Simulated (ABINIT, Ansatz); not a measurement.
An input for Ansatz 0.2.0 (GaN (P6_3mc)):

```yaml
crystal:
  lattice:
    - [3.18, 0.0, 0.0]
    - [-1.59, 2.753960784, 0.0]
    - [0.0, 0.0, 5.166]
  atoms:
    - { symbol: Ga, position: [0.3333333333, 0.6666666667, 0.0] }
    - { symbol: Ga, position: [0.6666666667, 0.3333333333, 0.5] }
    - { symbol: "N", position: [0.3333333333, 0.6666666667, 0.375] }
    - { symbol: "N", position: [0.6666666667, 0.3333333333, 0.875] }
kpoints:
  mp_grid: { grid: [6, 6, 4] }
hamiltonian:
  xc: lda
scf:
  occupations: { method: fixed }
dielectric: {}
```

The database entry behind the starting cell differs from later determinations by our own check (about 0.3 % short, ideal inner coordinate), so it need not match the best structure at ambient conditions.

```sh
ansatz run input.yaml --threads 4 --pin off --max-ram 7372MiB --backend cpu --events-out ev --progress --plain --runs-dir out
```

Estimate wall time and host memory on 4 threads of Arm Neoverse V1, shared host.

It took 35 s; on shared hardware allow 18 s to 71 s. Peak host memory was 0.75 GiB.

[Paths, hosts, dates, memory and timing lines, banners, echoed tables and standing remarks are left out of the program output.]

[Logs are printed without paths, hosts, clocks, repeated set-up lines and the standing remarks that a program may print on its own settings, such as how far it seeks lower states.]

[Runs of the session that timed out or met a known fault of the program may be left out.]

[Hosts, paths, dates, database ids (printed as entryN), source tags and the programs' standing remarks are cut or masked in the printed files.]

[G0W0 gaps are taken among the corrected bands and points alone; a level outside them can change the order at an edge.]

[Where Ansatz stands beside ABINIT at settings called matched, ABINIT's density can come from a denser mesh and the files from another edition; pairs whose starting gaps differed by over 0.03 eV were left out, so agreement reads better than it is.]
